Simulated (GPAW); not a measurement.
# A GW chain in GPAW: SiCCl2 (chair-type functionalised monolayer), part 2 of 2

Aim: the G0W0 gap of SiCCl2 (chair-type functionalised monolayer) on LDA, step by step.

GPAW 26.7.0; LDA and many-body steps on it, plane waves. Known limits of the many-body steps: not at the basis limit.

So far. Step 4 (Bands along the symmetry lines): The gap is 2.093 eV, as in the run before at this level. Step 5 (Empty states on the mesh, 9×9×1 mesh, 231 bands): On this mesh the gap is 2.093 eV.

### Step 6. Screening and self-energy, 9×9×1 mesh, 102 bands, screening to 48 eV

G0W0 replaces the xc potential by the self-energy, built once from these orbitals. Only a window of levels is corrected, while the sums run over the empty bands that the input names.

This step: G0W0 on LDA, plane waves, PAW.

run.py

```python
import json
import numpy as np
from gpaw.mpi import world
from gpaw.response.g0w0 import G0W0

gw = G0W0('full.gpw',
    filename='gw',
    kpts=[0],
    bands=(9, 13),
    ecut=48,
    nbands=102,
    truncation='2D',
    integrate_gamma='sphere',
    q0_correction=True,
    frequencies={'type': 'nonlinear', 'domega0': 0.15, 'omega2': 15.0},
    eta=0.1,
    nblocksmax=True)
gw.calculate()
res = {mode: {k: v for k, v in r.items() if k != 'sigma_eskwn'}
       for mode, r in gw.all_results.items()}

if world.rank == 0:
    with open('result.json', 'w') as f:
        json.dump(res, f, default=lambda x: x.tolist())
```

Launch:

```sh
$ mpirun -n 4 gpaw python run.py
```

Numbers of over 12 decimals in the logs are rounded to 6 here.

Log:

```text
Using integrator: PointIntegrator
NonLinearFrequencyDescriptor(from 0.000 to 60.475 eV, 152 points)
Nonperiodic BCs:  [False False  True]
Using integrator: PointIntegrator
NonLinearFrequencyDescriptor(from 0.000 to 60.475 eV, 152 points)
Nonperiodic BCs:  [False False  True]
Applying analytical 2D correction to W:
    Evaluating Gamma point contribution to W on a 21x21x1 grid
  ___  _ _ _
 |   || | | |
 | | || | | |
 |__ ||_____|
 |___|

BZ k-points: Symmetries present (total): 6

  [... matrices ...]
81 k-points: 9 x 9 x 1 Monkhorst-Pack grid
12 k-points in the irreducible part of the Brillouin zone
       k-points in crystal coordinates                weights
   0:     0.00000000    0.00000000    0.00000000          1/81
   1:     0.11111111    0.00000000    0.00000000          6/81
   2:     0.22222222   -0.11111111    0.00000000          6/81
   3:     0.22222222    0.00000000    0.00000000          6/81
   4:     0.33333333   -0.11111111    0.00000000         12/81
   5:     0.33333333    0.00000000    0.00000000          6/81
   6:     0.33333333    0.33333333    0.00000000          2/81
   7:     0.44444444   -0.22222222    0.00000000          6/81
   8:     0.44444444   -0.11111111    0.00000000         12/81
   9:     0.44444444    0.00000000    0.00000000          6/81
          ...
  11:     0.44444444    0.44444444    0.00000000          6/81

Distributing spins, k-points and bands (1 x 1 x 4) over 1 process
Number of blocks: 4

Quasi particle states:
k-points (IBZ indices): [0]
Band range: (9, 13)
  [... matrices ...]
Computational parameters:
Plane wave cut-off: 48 eV
Number of bands: 102
Coulomb cutoff: 2D
Broadening: 0.1 eV

fxc modes: GW
Kernel: RPA
Using full-frequency real axis integration
Summing all q:

Calculating screened Coulomb potential
2D Coulomb truncation
NonLinearFrequencyDescriptor(from 0.000 to 60.475 eV, 152 points)
Removing empty qpoint cache files...

Calculating chi0 body with:
    Ground state adapter containing:
    Number of spins: 1
    Number of kpoints: 81
    Number of irreducible kpoints: 12
    Number of completely occupied states: 11
    Number of partially occupied states: 11
    Occupied states memory: 6.04248046875 M / cpu

    Linear response parametrization:
    q_c: [0.0, 0.0, 0.0]
    Number of frequency points: 152
    Planewave cutoff: 48.0
    Number of bands: 102
    Number of planewaves: 95
    Broadening (eta): 0.1
    comm.size: 4
    kncomm.size: 1
    blockcomm.size: 4

    Memory estimate of potentially large arrays:
        chi0_wGG: 5.233002 M / cpu
Integrating chi0 body.

Symmetries of q_c:
    Direct symmetries (Uq -> q): 6
    Indirect symmetries (TUq -> q): 6
In total 12 allowed symmetries.

  [... matrices ...]
12 groups of equivalent kpoints. 85.185185% reduction.

Integral kind: spectral function
Integrating chi0 head and wings.

Symmetries of q_c:
    Direct symmetries (Uq -> q): 6
    Indirect symmetries (TUq -> q): 6
In total 12 allowed symmetries.

  [... matrices ...]
12 groups of equivalent kpoints. 85.185185% reduction.

Integral kind: spectral function wings

Calculating chi0 body with:
    Ground state adapter containing:
    Number of spins: 1
    Number of kpoints: 81
    Number of irreducible kpoints: 12
    Number of completely occupied states: 11
    Number of partially occupied states: 11
    Occupied states memory: 6.04248046875 M / cpu

[... the further q-points ...]

Results:
f:      Occupation numbers
eps:     KS-eigenvalues [eV]
vxc:     KS vxc [eV]
exx:     Exact exchange [eV]
sigma:   Self-energies [eV]
dsigma:  Self-energy derivatives
Z:       Renormalization factors
qp:      QP-energies [eV]

k-point 0 (0): (0.000, 0.000, 0.000)                GW
band       f     eps     vxc     exx   sigma  dsigma       Z      qp
                                                                   GW
   9   1.000  -0.511 -17.849 -21.091   2.372  -0.241   0.806  -1.212
  10   1.000  -0.511 -17.849 -21.091   2.372  -0.241   0.806  -1.212
  11   0.000   1.582 -13.530  -8.390  -2.978  -0.209   0.827   3.369
  12   0.000   2.728 -13.542  -8.309  -3.106  -0.216   0.822   4.477
```

Run time: 1.8 min. Hardware: 4 MPI ranks of Arm Neoverse V1, shared host; peak memory 2.1 GiB; 7.2 min of CPU time.

This step gave:

```
G0W0 gap on the points computed              : 4.582 eV
least direct G0W0 gap on the computed points : 4.582 eV
Z at the valence top                         : 0.8058
Z at the conduction bottom                   : 0.8271
starting gap on the mesh                     : 2.093 eV
k of the valence top                         : 0, 0, 0
k of the conduction bottom                   : 0, 0, 0
```

The gap on the mesh goes from 2.09 eV to 4.58 eV, a correction of +2.49 eV.

Limits: finite bands, cutoff and mesh. v1 is the top filled band, c1 the lowest empty one. The levels before and after the correction (eV, zero at the valence-band top of each column):

|  | conduction bottom | valence top |
| --- | --- | --- |
| Kohn-Sham | 2.09 | 0.00 |
| G0W0 | 4.58 | 0.00 |

```
             level  energy (eV)
Kohn-Sham  Γ v2-v1        0.000
Kohn-Sham     Γ c1        2.093
Kohn-Sham     Γ c2        3.239
     G0W0  Γ v2-v1        0.000
     G0W0     Γ c1        4.582
     G0W0     Γ c2        5.689
```

### Step 7. Where the time went

Times are wall times on 4 MPI ranks of Arm Neoverse V1, shared host, good to a factor of about two.

```
                          step     time  share  memory (GiB)
                    relaxation     53 s   16 %           1.1
                  ground state     11 s    3 %          0.79
bands along the symmetry lines     15 s    5 %          0.88
      empty states on the mesh  2.4 min   43 %           1.3
     screening and self-energy  1.8 min   33 %           2.1
```

### Step 8. What came out

| Item | Value |
| --- | --- |
| LDA gap | 2.09 eV, direct |
| G0W0 gap on the mesh | 4.58 eV |
| GW settings | 9×9×1 mesh, 102 bands, screening to 48 eV, full frequency, Hilbert transform |
| known limits | not at the basis limit |

G0W0 moves the gap on the mesh from 2.09 eV to 4.58 eV (+2.49 eV), with Z of 0.81 and 0.83 at the edges. Only 1 of the mesh's irreducible points was corrected, so a valley elsewhere could overtake. Bands and cutoff are finite, so the gap is not at the basis limit. The miss can reach some tenths of an eV and take either sign; the mesh is an error of its own. These stock PAW sets were not made for GW. In the G0W0 run levels were corrected at 1 k point alone, so a gap called «on the mesh» is the least over those, and an edge elsewhere would be missed.

[Paths, hosts, dates, memory and timing lines, banners, echoed tables and standing remarks are left out of the program output.]

[Logs are printed without paths, hosts, clocks, repeated set-up lines and the standing remarks that a program may print on its own settings, such as how far it seeks lower states.]

[Runs of the session that timed out or met a known fault of the program may be left out.]

[Hosts, paths, dates, database ids (printed as entryN), source tags and the programs' standing remarks are cut or masked in the printed files.]
